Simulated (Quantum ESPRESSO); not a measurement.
# SiC(110), H on both faces, stepped through the number of layers, part 10 of 11

Aim: how the results for SiC(110), H on both faces change with the number of layers.

Quantum ESPRESSO 7.5; plane-wave DFT, PBE, GBRV ultrasoft pseudopotentials.

So far. Step 11 (Relaxation with pw.x, 4 layers): The relaxation lowers the energy by 5 meV an atom. Step 14 (Relaxing the ions, 9 layers): The relaxation lowers the energy by 3 meV an atom.

## (17) Relaxation with pw.x, 11 layers

System of this step: SiC(110), H on both faces, 11 layers. The cell holds 26 atoms: 4 H, 11 Si and 11 C. Its edges and angles: a = 4.378 Å, b = 3.096 Å, c = 33.876 Å, α = 90.0°, β = 90.0°, γ = 90.0°. It derives from SiC. Vacuum lies along c.

Input file m7.relax.in:

```
&control
  prefix = 'm7.relax'
  outdir = './out'
  pseudo_dir = './pseudo'
  nstep = 80
  forc_conv_thr = 0.0006
  calculation = 'relax'
/
&system
  ibrav = 0
  nat = 26
  ntyp = 3
  ecutwfc = 40
  ecutrho = 200
  occupations = 'smearing'
  smearing = 'fd'
  degauss = 0.002
/
&electrons
  conv_thr = 1e-08
  mixing_beta = 0.4
  electron_maxstep = 120
  mixing_mode = 'plain'
/
&ions
/
ATOMIC_SPECIES
  H   1.0080  h_pbe_v1.4.uspp.F.UPF
  Si  28.0850  si_pbe_v1.uspp.F.UPF
  C   12.0110  c_pbe_v1.2.uspp.F.UPF
CELL_PARAMETERS angstrom
  4.37818550200000 0.00000000000000 0.00000000000000
  0.00000000000000 3.09619996900000 0.00000000000000
  0.00000000000000 0.00000000000000 33.87598799449717
ATOMIC_POSITIONS crystal
  H   0.806231759000 0.000000000000 0.236084734482
  H   0.397632945500 0.500000000000 0.244518088542
  Si  0.000000000000 0.000000000000 0.271504821534
  C   0.250000000000 0.500000000000 0.271504821534
  Si  0.500000000000 0.500000000000 0.317203857228
  C   0.750000000000 0.000000000000 0.317203857228
  Si  0.000000000000 0.000000000000 0.362902892921
  C   0.250000000000 0.500000000000 0.362902892921
  Si  0.500000000000 0.500000000000 0.408601928614
  C   0.750000000000 0.000000000000 0.408601928614
  Si  0.000000000000 0.000000000000 0.454300964307
  C   0.250000000000 0.500000000000 0.454300964307
  Si  0.500000000000 0.500000000000 0.500000000000
  C   0.750000000000 0.000000000000 0.500000000000
  Si  0.000000000000 0.000000000000 0.545699035693
  C   0.250000000000 0.500000000000 0.545699035693
  Si  0.500000000000 0.500000000000 0.591398071386
  C   0.750000000000 0.000000000000 0.591398071386
  Si  0.000000000000 0.000000000000 0.637097107079
  C   0.250000000000 0.500000000000 0.637097107079
  Si  0.500000000000 0.500000000000 0.682796142772
  C   0.750000000000 0.000000000000 0.682796142772
  Si  0.000000000000 0.000000000000 0.728495178466
  C   0.250000000000 0.500000000000 0.728495178466
  H   0.397632945500 0.500000000000 0.755481911458
  H   0.806231759000 0.000000000000 0.763915265518
K_POINTS automatic
  4 8 1 0 0 0
```

On the command line:

```bash
$ OMP_NUM_THREADS=1 mpirun -n 4 pw.x -nk 2 -in m7.relax.in > m7.relax.out
```

Log:

```text
[banner, memory and clock lines left out]
Program PWSCF v.7.5 starts
[...]
Message from routine setup:
[...]
number of electrons       =        92.00
     number of Kohn-Sham states=           55
     kinetic-energy cutoff     =      40.0000  Ry
     charge density cutoff     =     200.0000  Ry
[...]
number of k points=    15  Fermi-Dirac smearing, width (Ry)=  0.0020
[...]
Dense  grid:   148075 G-vectors     FFT dimensions: (  40,  27, 300)
[...]
negative rho (up, down):  1.201E-03 0.000E+00
     Starting wfcs are   92 randomized atomic wfcs
[...]
negative rho (up, down):  9.994E-04 0.000E+00
[...]
estimated scf accuracy    <       4.99259749 Ry
[...]
negative rho (up, down):  1.158E-03 0.000E+00
[...]
estimated scf accuracy    <       0.24329502 Ry
[...]
negative rho (up, down):  1.324E-03 0.000E+00
[...]
estimated scf accuracy    <       0.07393400 Ry
[...]
negative rho (up, down):  1.468E-03 0.000E+00
[...]
estimated scf accuracy    <       0.04241806 Ry
[...]
negative rho (up, down):  1.526E-03 0.000E+00
[...]
estimated scf accuracy    <       0.00697731 Ry
[...]
negative rho (up, down):  1.555E-03 0.000E+00
[...]
estimated scf accuracy    <       0.00084838 Ry
[...]
negative rho (up, down):  1.574E-03 0.000E+00
[...]
estimated scf accuracy    <       0.00007887 Ry
[...]
negative rho (up, down):  1.585E-03 0.000E+00
[...]
estimated scf accuracy    <       0.00000820 Ry
[...]
negative rho (up, down):  1.592E-03 0.000E+00
[...]
estimated scf accuracy    <       0.00000072 Ry
[...]
negative rho (up, down):  1.596E-03 0.000E+00
[...]
estimated scf accuracy    <       0.00000019 Ry
[...]
negative rho (up, down):  1.598E-03 0.000E+00
[...]
estimated scf accuracy    <       0.00000007 Ry
[...]
negative rho (up, down):  1.601E-03 0.000E+00
[...]
the Fermi energy is     3.0180 ev
!    total energy              =    -236.95985336 Ry
     estimated scf accuracy    <          6.2E-09 Ry
     smearing contrib. (-TS)   =      -0.00000000 Ry
     internal energy E=F+TS    =    -236.95985336 Ry
[...]
one-electron contribution =   -5204.14750138 Ry
     hartree contribution      =    2636.86771268 Ry
     xc contribution           =     -91.79532708 Ry
     ewald contribution        =    2422.11526242 Ry
     convergence has been achieved in  12 iterations
     negative rho (up, down):  1.601E-03 0.000E+00
[...]
Total force =     0.068166     Total SCF correction =     0.000195
[...]
negative rho (up, down):  1.615E-03 0.000E+00
[...]
negative rho (up, down):  1.605E-03 0.000E+00
[...]
estimated scf accuracy    <       0.00047746 Ry
[...]
negative rho (up, down):  1.601E-03 0.000E+00
[...]
estimated scf accuracy    <       0.00010185 Ry
[...]
negative rho (up, down):  1.599E-03 0.000E+00
[...]
estimated scf accuracy    <       0.00004351 Ry
[...]
negative rho (up, down):  1.598E-03 0.000E+00
[...]
estimated scf accuracy    <       0.00001016 Ry
[...]
negative rho (up, down):  1.598E-03 0.000E+00
[...]
estimated scf accuracy    <       0.00000245 Ry
[...]
negative rho (up, down):  1.598E-03 0.000E+00
[...]
estimated scf accuracy    <       0.00000022 Ry
[...]
negative rho (up, down):  1.598E-03 0.000E+00
[...]
estimated scf accuracy    <       0.00000004 Ry
[...]
negative rho (up, down):  1.598E-03 0.000E+00
[...]
the Fermi energy is     2.9808 ev
!    total energy              =    -236.96264143 Ry
     estimated scf accuracy    <          3.5E-09 Ry
     smearing contrib. (-TS)   =      -0.00000000 Ry
     internal energy E=F+TS    =    -236.96264143 Ry
[...]
one-electron contribution =   -5205.19565851 Ry
     hartree contribution      =    2637.26765176 Ry
     xc contribution           =     -91.79850312 Ry
     ewald contribution        =    2422.76386845 Ry
     convergence has been achieved in   8 iterations
     negative rho (up, down):  1.598E-03 0.000E+00
[...]
Total force =     0.023337     Total SCF correction =     0.000074
[...]
negative rho (up, down):  1.596E-03 0.000E+00
[...]
negative rho (up, down):  1.593E-03 0.000E+00
[...]
estimated scf accuracy    <       0.00012454 Ry
[...]
negative rho (up, down):  1.591E-03 0.000E+00
[...]
estimated scf accuracy    <       0.00002975 Ry
[...]
negative rho (up, down):  1.590E-03 0.000E+00
[...]
estimated scf accuracy    <       0.00001590 Ry
[...]
negative rho (up, down):  1.589E-03 0.000E+00
[...]
estimated scf accuracy    <       0.00000197 Ry
[...]
negative rho (up, down):  1.589E-03 0.000E+00
[...]
estimated scf accuracy    <       0.00000054 Ry
[...]
negative rho (up, down):  1.589E-03 0.000E+00
[...]
estimated scf accuracy    <       0.00000006 Ry
[...]
negative rho (up, down):  1.589E-03 0.000E+00
[...]
estimated scf accuracy    <       0.00000001 Ry
[...]
negative rho (up, down):  1.589E-03 0.000E+00
[...]
estimated scf accuracy    <          2.7E-09 Ry
[...]
negative rho (up, down):  1.589E-03 0.000E+00
[...]
the Fermi energy is     2.9855 ev
!    total energy              =    -236.96323076 Ry
     estimated scf accuracy    <          9.2E-10 Ry
     smearing contrib. (-TS)   =      -0.00000000 Ry
     internal energy E=F+TS    =    -236.96323076 Ry
[...]
one-electron contribution =   -5205.39659943 Ry
     hartree contribution      =    2637.37758032 Ry
     xc contribution           =     -91.80495966 Ry
     ewald contribution        =    2422.86074801 Ry
     convergence has been achieved in   9 iterations
     negative rho (up, down):  1.589E-03 0.000E+00
[...]
Total force =     0.016729     Total SCF correction =     0.000059
[...]
negative rho (up, down):  1.590E-03 0.000E+00
[...]
negative rho (up, down):  1.584E-03 0.000E+00
[...]
estimated scf accuracy    <       0.00025749 Ry
[...]
negative rho (up, down):  1.581E-03 0.000E+00
[...]
estimated scf accuracy    <       0.00003218 Ry
[...]
negative rho (up, down):  1.580E-03 0.000E+00
[...]
estimated scf accuracy    <       0.00001056 Ry
[...]
negative rho (up, down):  1.579E-03 0.000E+00
[...]
estimated scf accuracy    <       0.00000394 Ry
[...]
negative rho (up, down):  1.579E-03 0.000E+00
[...]
estimated scf accuracy    <       0.00000077 Ry
[...]
negative rho (up, down):  1.578E-03 0.000E+00
[...]
estimated scf accuracy    <       0.00000011 Ry
[...]
negative rho (up, down):  1.578E-03 0.000E+00
[...]
estimated scf accuracy    <       0.00000002 Ry
[...]
negative rho (up, down):  1.578E-03 0.000E+00
[...]
estimated scf accuracy    <          2.3E-09 Ry
[...]
negative rho (up, down):  1.578E-03 0.000E+00
[...]
the Fermi energy is     2.9917 ev
!    total energy              =    -236.96371187 Ry
     estimated scf accuracy    <          5.4E-10 Ry
     smearing contrib. (-TS)   =      -0.00000000 Ry
     internal energy E=F+TS    =    -236.96371187 Ry
[...]
one-electron contribution =   -5205.67794218 Ry
     hartree contribution      =    2637.53927565 Ry
     xc contribution           =     -91.81573387 Ry
     ewald contribution        =    2422.99068854 Ry
     convergence has been achieved in   9 iterations
     negative rho (up, down):  1.578E-03 0.000E+00
[...]
Total force =     0.013964     Total SCF correction =     0.000040
[...]
negative rho (up, down):  1.580E-03 0.000E+00
[...]
negative rho (up, down):  1.577E-03 0.000E+00
[...]
estimated scf accuracy    <       0.00012663 Ry
[...]
negative rho (up, down):  1.575E-03 0.000E+00
[...]
estimated scf accuracy    <       0.00001621 Ry
[...]
negative rho (up, down):  1.574E-03 0.000E+00
[...]
estimated scf accuracy    <       0.00000376 Ry
[...]
negative rho (up, down):  1.574E-03 0.000E+00
[...]
estimated scf accuracy    <       0.00000163 Ry
[...]
negative rho (up, down):  1.574E-03 0.000E+00
[...]
estimated scf accuracy    <       0.00000026 Ry
[...]
negative rho (up, down):  1.574E-03 0.000E+00
[...]
estimated scf accuracy    <       0.00000006 Ry
[...]
negative rho (up, down):  1.574E-03 0.000E+00
[...]
estimated scf accuracy    <          6.4E-09 Ry
[...]
negative rho (up, down):  1.574E-03 0.000E+00
[...]
estimated scf accuracy    <          8.5E-10 Ry
[...]
negative rho (up, down):  1.574E-03 0.000E+00
[...]
the Fermi energy is     2.9965 ev
!    total energy              =    -236.96394783 Ry
     estimated scf accuracy    <          1.8E-10 Ry
     smearing contrib. (-TS)   =      -0.00000000 Ry
     internal energy E=F+TS    =    -236.96394783 Ry
[...]
one-electron contribution =   -5206.26885274 Ry
     hartree contribution      =    2637.85448353 Ry
     xc contribution           =     -91.82303408 Ry
     ewald contribution        =    2423.27345546 Ry
     convergence has been achieved in   9 iterations
     negative rho (up, down):  1.574E-03 0.000E+00
[...]
Total force =     0.010283     Total SCF correction =     0.000027
[...]
negative rho (up, down):  1.576E-03 0.000E+00
[...]
negative rho (up, down):  1.575E-03 0.000E+00
[...]
estimated scf accuracy    <       0.00005986 Ry
[...]
negative rho (up, down):  1.574E-03 0.000E+00
[...]
estimated scf accuracy    <       0.00001044 Ry
[...]
negative rho (up, down):  1.574E-03 0.000E+00
[...]
estimated scf accuracy    <       0.00000487 Ry
[...]
negative rho (up, down):  1.574E-03 0.000E+00
[...]
estimated scf accuracy    <       0.00000128 Ry
[...]
negative rho (up, down):  1.574E-03 0.000E+00
[...]
estimated scf accuracy    <       0.00000013 Ry
[...]
negative rho (up, down):  1.574E-03 0.000E+00
[...]
estimated scf accuracy    <       0.00000003 Ry
[...]
negative rho (up, down):  1.574E-03 0.000E+00
[...]
estimated scf accuracy    <          4.2E-09 Ry
[...]
negative rho (up, down):  1.574E-03 0.000E+00
[...]
estimated scf accuracy    <          4.6E-10 Ry
[...]
negative rho (up, down):  1.574E-03 0.000E+00
[...]
the Fermi energy is     2.9965 ev
!    total energy              =    -236.96423836 Ry
     estimated scf accuracy    <          3.4E-11 Ry
     smearing contrib. (-TS)   =      -0.00000000 Ry
     internal energy E=F+TS    =    -236.96423836 Ry
[...]
one-electron contribution =   -5209.86978754 Ry
     hartree contribution      =    2639.64915366 Ry
     xc contribution           =     -91.83376445 Ry
     ewald contribution        =    2425.09015997 Ry
     convergence has been achieved in   9 iterations
     negative rho (up, down):  1.580E-03 0.000E+00
[...]
Total force =     0.006107     Total SCF correction =     0.000012
[...]
negative rho (up, down):  1.580E-03 0.000E+00
[...]
negative rho (up, down):  1.581E-03 0.000E+00
[...]
estimated scf accuracy    <       0.00002928 Ry
[...]
negative rho (up, down):  1.581E-03 0.000E+00
[...]
estimated scf accuracy    <       0.00000550 Ry
[...]
negative rho (up, down):  1.582E-03 0.000E+00
[...]
estimated scf accuracy    <       0.00000176 Ry
[...]
negative rho (up, down):  1.582E-03 0.000E+00
[...]
estimated scf accuracy    <       0.00000026 Ry
[...]
negative rho (up, down):  1.583E-03 0.000E+00
[...]
estimated scf accuracy    <       0.00000012 Ry
[...]
negative rho (up, down):  1.583E-03 0.000E+00
[...]
estimated scf accuracy    <       0.00000002 Ry
[...]
negative rho (up, down):  1.583E-03 0.000E+00
[...]
estimated scf accuracy    <          1.4E-09 Ry
[...]
negative rho (up, down):  1.583E-03 0.000E+00
[...]
estimated scf accuracy    <          2.0E-10 Ry
[...]
negative rho (up, down):  1.583E-03 0.000E+00
[...]
```

Wall time 19 min (4 MPI ranks of Arm Neoverse V1, shared host); peak memory 1.2 GiB.

Step by step:

| step | energy less that of the first step (eV) | largest force (eV/Å) |
| --- | --- | --- |
| 1 | 0.0000 | 0.9276 |
| 2 | -0.0379 | 0.2865 |
| 3 | -0.0460 | 0.1840 |
| 4 | -0.0525 | 0.1666 |
| 5 | -0.0557 | 0.1190 |
| 6 | -0.0575 | 0.0719 |
| 7 | -0.0586 | 0.0597 |
| 8 | -0.0597 | 0.0583 |
| 9 | -0.0603 | 0.0442 |
| 10 | -0.0607 | 0.0357 |
| 11 | -0.0610 | 0.0301 |
| 12 | -0.0612 | 0.0200 |
| 13 | -0.0613 | 0.0151 |

The atoms that moved most (Å):

```csv
atom,dx,dy,dz,length
H2,-0.044,0.000,0.034,0.056
H25,-0.044,0.000,-0.034,0.056
H1,0.026,0.000,-0.039,0.047
H26,0.026,0.000,0.039,0.047
C24,-0.025,0.000,-0.032,0.041
C4,-0.025,0.000,0.032,0.041
Si23,0.014,0.000,-0.013,0.019
Si3,0.014,0.000,0.013,0.019
```

The relaxed structure:

```cif
data_structure
_symmetry_space_group_name_H-M 'P 1'
_symmetry_Int_Tables_number 1
_cell_length_a 4.3782
_cell_length_b 3.0962
_cell_length_c 33.8760
_cell_angle_alpha 90.000
_cell_angle_beta 90.000
_cell_angle_gamma 90.000
_cell_volume 459.21
loop_
_atom_site_label
_atom_site_type_symbol
_atom_site_fract_x
_atom_site_fract_y
_atom_site_fract_z
_atom_site_occupancy
H1 H 0.81217 0.00000 0.23495 1
H2 H 0.38753 0.50000 0.24552 1
Si3 Si 0.00309 0.00000 0.27188 1
C4 C 0.24436 0.50000 0.27246 1
Si5 Si 0.50137 0.50000 0.31721 1
C6 C 0.75019 0.00000 0.31706 1
Si7 Si 0.00087 0.00000 0.36283 1
C8 C 0.25077 0.50000 0.36286 1
Si9 Si 0.50077 0.50000 0.40855 1
C10 C 0.75081 0.00000 0.40853 1
Si11 Si 0.00069 0.00000 0.45427 1
C12 C 0.25073 0.50000 0.45426 1
Si13 Si 0.50043 0.50000 0.50000 1
C14 C 0.75059 0.00000 0.50000 1
Si15 Si 0.00069 0.00000 0.54573 1
C16 C 0.25073 0.50000 0.54574 1
Si17 Si 0.50077 0.50000 0.59145 1
C18 C 0.75081 0.00000 0.59147 1
Si19 Si 0.00087 0.00000 0.63717 1
C20 C 0.25077 0.50000 0.63714 1
Si21 Si 0.50137 0.50000 0.68279 1
C22 C 0.75019 0.00000 0.68294 1
Si23 Si 0.00309 0.00000 0.72812 1
C24 C 0.24436 0.50000 0.72754 1
H25 H 0.38753 0.50000 0.75448 1
H26 H 0.81217 0.00000 0.76505 1
```

The relaxation lowers the energy by 2 meV an atom.

Read from the output:

```
free energy  : -3224.0644 eV
Fermi energy : 2.990 eV
```

## (18) Self-consistent run, 11 layers

Input file m7.f0.in:

```
&control
  prefix = 'm7.f0'
  outdir = './out'
  pseudo_dir = './pseudo'
  calculation = 'scf'
  tprnfor = .true.
  tefield = .true.
  dipfield = .true.
/
&system
  ibrav = 0
  nat = 26
  ntyp = 3
  ecutwfc = 40
  ecutrho = 200
  occupations = 'smearing'
  smearing = 'fd'
  degauss = 0.002
  edir = 3
  emaxpos = 0.97
  eopreg = 0.04
  eamp = 0.0
  nbnd = 50
/
&electrons
  conv_thr = 1e-09
  mixing_beta = 0.4
  electron_maxstep = 120
  mixing_mode = 'plain'
/
ATOMIC_SPECIES
  H   1.0080  h_pbe_v1.4.uspp.F.UPF
  Si  28.0850  si_pbe_v1.uspp.F.UPF
  C   12.0110  c_pbe_v1.2.uspp.F.UPF
CELL_PARAMETERS angstrom
  4.37818550200000 0.00000000000000 0.00000000000000
  0.00000000000000 3.09619996900000 0.00000000000000
  0.00000000000000 0.00000000000000 33.87598799449717
ATOMIC_POSITIONS crystal
  H   0.812166795200 0.000000000000 0.234945631100
  H   0.387528338500 0.500000000000 0.245520943300
  Si  0.003089004600 0.000000000000 0.271878770600
  C   0.244361751500 0.500000000000 0.272460164300
  Si  0.501370384000 0.500000000000 0.317208421900
  C   0.750188144600 0.000000000000 0.317064269000
  Si  0.000874248000 0.000000000000 0.362830968400
  C   0.250770396000 0.500000000000 0.362858437800
  Si  0.500770481200 0.500000000000 0.408554342500
  C   0.750809299700 0.000000000000 0.408530244400
  Si  0.000691080300 0.000000000000 0.454266594200
  C   0.250732388200 0.500000000000 0.454260063700
  Si  0.500431431700 0.500000000000 0.500000000000
  C   0.750593353700 0.000000000000 0.500000000000
  Si  0.000691080300 0.000000000000 0.545733405800
  C   0.250732388200 0.500000000000 0.545739936300
  Si  0.500770481200 0.500000000000 0.591445657500
  C   0.750809299700 0.000000000000 0.591469755600
  Si  0.000874248000 0.000000000000 0.637169031600
  C   0.250770396000 0.500000000000 0.637141562200
  Si  0.501370384000 0.500000000000 0.682791578100
  C   0.750188144600 0.000000000000 0.682935731000
  Si  0.003089004600 0.000000000000 0.728121229400
  C   0.244361751500 0.500000000000 0.727539835700
  H   0.387528338500 0.500000000000 0.754479056700
  H   0.812166795200 0.000000000000 0.765054368900
K_POINTS automatic
  4 8 1 0 0 0
```

On the command line:

```bash
$ OMP_NUM_THREADS=1 mpirun -n 4 pw.x -nk 2 -in m7.f0.in > m7.f0.out
```

Log:

```text
[banner, memory and clock lines left out]
Program PWSCF v.7.5 starts
[...]
number of electrons       =        92.00
     number of Kohn-Sham states=           50
     kinetic-energy cutoff     =      40.0000  Ry
     charge density cutoff     =     200.0000  Ry
[...]
number of k points=    18  Fermi-Dirac smearing, width (Ry)=  0.0020
[...]
Dense  grid:   148075 G-vectors     FFT dimensions: (  40,  27, 300)
[...]
negative rho (up, down):  1.200E-03 0.000E+00
[...]
Starting wfcs are   92 randomized atomic wfcs
[...]
negative rho (up, down):  9.956E-04 0.000E+00
[...]
estimated scf accuracy    <       5.01477771 Ry
[...]
negative rho (up, down):  1.160E-03 0.000E+00
[...]
estimated scf accuracy    <       0.25191370 Ry
[...]
negative rho (up, down):  1.338E-03 0.000E+00
[...]
estimated scf accuracy    <       0.06886589 Ry
[...]
negative rho (up, down):  1.470E-03 0.000E+00
[...]
estimated scf accuracy    <       0.02656725 Ry
[...]
negative rho (up, down):  1.524E-03 0.000E+00
[...]
estimated scf accuracy    <       0.00600314 Ry
[...]
negative rho (up, down):  1.551E-03 0.000E+00
[...]
estimated scf accuracy    <       0.00061818 Ry
[...]
negative rho (up, down):  1.567E-03 0.000E+00
[...]
estimated scf accuracy    <       0.00010367 Ry
[...]
negative rho (up, down):  1.577E-03 0.000E+00
[...]
estimated scf accuracy    <       0.00000454 Ry
[...]
negative rho (up, down):  1.583E-03 0.000E+00
[...]
estimated scf accuracy    <       0.00000110 Ry
[...]
negative rho (up, down):  1.587E-03 0.000E+00
[...]
estimated scf accuracy    <       0.00000037 Ry
[...]
negative rho (up, down):  1.589E-03 0.000E+00
[...]
estimated scf accuracy    <       0.00000021 Ry
[...]
negative rho (up, down):  1.590E-03 0.000E+00
[...]
estimated scf accuracy    <       0.00000001 Ry
[...]
negative rho (up, down):  1.591E-03 0.000E+00
[...]
Total length         61.4557 bohr
[...]
estimated scf accuracy    <          2.3E-09 Ry
[...]
negative rho (up, down):  1.592E-03 0.000E+00
[...]
Computed dipole along edir(3) :
        Dipole                0.0000 Ry au,          0.0001 Debye
        Dipole field          0.0000 Ry au,
        Potential amp.       -0.0000 Ry
        Total length         61.4557 bohr
[...]
the Fermi energy is     3.2555 ev
!    total energy              =    -236.96435932 Ry
     estimated scf accuracy    <          8.2E-10 Ry
     smearing contrib. (-TS)   =      -0.00000000 Ry
     internal energy E=F+TS    =    -236.96435932 Ry
[...]
one-electron contribution =   -5214.89678714 Ry
     hartree contribution      =    2642.14086970 Ry
     xc contribution           =     -91.84068943 Ry
     ewald contribution        =    2427.63224755 Ry
     electric field correction =       0.00000000 Ry
     convergence has been achieved in  14 iterations
     negative rho (up, down):  1.592E-03 0.000E+00
[...]
Total force =     0.001688     Total SCF correction =     0.000064
[...]
```

Run time: 2.5 min. Hardware: 4 MPI ranks; peak memory 1.1 GiB.

Read from the output:

| Property | Result |
| --- | --- |
| Fermi energy | 3.256 eV |
| dipole along the normal | 2.08e-5 e·Å |
| valence top, on the run's zero | 2.303 eV |
| conduction bottom, on the run's zero | 3.912 eV |
| gap by band count | 1.609 eV |

(Continued in part 11 of 11.)

[Logs are printed without paths, hosts, clocks, repeated set-up lines and the standing remarks that a program may print on its own settings, such as how far it seeks lower states.]

[Hosts, paths, dates, database ids (printed as entryN), source tags and the programs' standing remarks are cut or masked in the printed files.]

[Maps of the electrostatic potential energy from Ansatz leave out the sawtooth potential of an applied field or a dipole correction, so their vacuum need not be flat; planar profiles and work functions include it.]
